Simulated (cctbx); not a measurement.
**Ba13Fe16 across an absorption edge**

Space group I-43m (no. 217), a = 12.1380 Å, b = 12.1380 Å, c = 12.1380 Å, α = 90.00°, β = 90.00°, γ = 90.00°.

```
atom  mult.       x       y       z  Ueq (Å²)
 Ba1      2       0       0       0    0.0047
 Ba2     24  0.1448  0.4512  0.1448    0.0030
 Fe1      8  0.1693  0.1693  0.1693    0.0077
 Fe2     24  0.4109  0.2236  0.4109    0.0065
```

The model was made for the exercise: a known structure type with other elements put in, its volume estimated, not relaxed; displacement parameters are assumed.

Calculated with cctbx: free-atom f′ and f″ from the Sasaki tables, no fine structure; amplitudes in electrons.

How do |F(hkl)| and |F(−h−k−l)| change across the Fe K edge?

```text
E (eV)    f'(Fe)   f''           |F|1 0 3        |F|3 1 4        |F|1 1 2        |F|0 2 2
   6512   -2.25   0.55       45.8/  45.8    330.9/ 343.4    181.6/ 169.2     93.3/  93.3
   6862   -3.07   0.50       47.9/  47.9    333.0/ 343.8    190.9/ 180.5     91.7/  91.7
   6992   -3.80   0.48       49.0/  49.0    331.0/ 341.1    196.7/ 187.4     89.9/  89.9
   7052   -4.56   0.47       50.0/  50.0    328.0/ 337.5    202.1/ 193.6     87.8/  87.8
   7082   -5.23   0.47       50.9/  50.9    325.0/ 334.1    206.8/ 198.9     86.0/  86.0
   7097   -5.97   0.47       51.8/  51.8    321.6/ 330.2    211.8/ 204.4     83.9/  83.9
   7104   -6.62   0.47       52.6/  52.6    318.5/ 326.6    216.3/ 209.4     82.1/  82.1
   7108   -7.33   0.47       53.4/  53.4    315.1/ 322.8    221.1/ 214.7     80.1/  80.1
   7116   -7.57   3.95       52.7/  52.7    323.3/ 320.6    212.7/ 213.9     81.1/  81.1
   7120   -6.73   3.94       51.7/  51.7    327.3/ 325.3    206.8/ 207.6     83.5/  83.5
   7127   -5.99   3.94       50.8/  50.8    330.9/ 329.3    201.6/ 202.1     85.5/  85.5
   7142   -5.19   3.92       49.9/  49.9    334.8/ 333.9    196.1/ 196.2     87.7/  87.7
   7172   -4.41   3.89       49.0/  49.0    338.7/ 338.3    191.0/ 190.7     89.9/  89.9
   7262   -3.31   3.79       47.9/  47.9    344.5/ 344.9    184.3/ 183.4     93.0/  93.0
   7512   -2.18   3.56       47.1/  47.1    351.4/ 352.4    178.7/ 177.2     96.2/  96.2
```

The edge is at 7112 eV. f′ of Fe falls from -3.8 e at 6992 eV to -7.3 e at 4 eV below it, and f″ steps from 0.47 to 3.94 e across it. Over that approach |F| changes by +9 % (1 0 3), -5 % (3 1 4), +12 % (1 1 2) and -11 % (0 2 2): a reflection falls where Fe scatters in phase with the total and rises where it scatters against it; it hardly moves where the Fe term is small or cancels by symmetry or lies in quadrature to the total. The f″ term interferes with the normal scattering with opposite sign for the two Friedel mates. The largest Friedel difference in the scan is 7.1 % of the mean (1 1 2, at 6512 eV).

[Logs are printed without paths, hosts, clocks, repeated set-up lines and the standing remarks that a program may print on its own settings, such as how far it seeks lower states.]
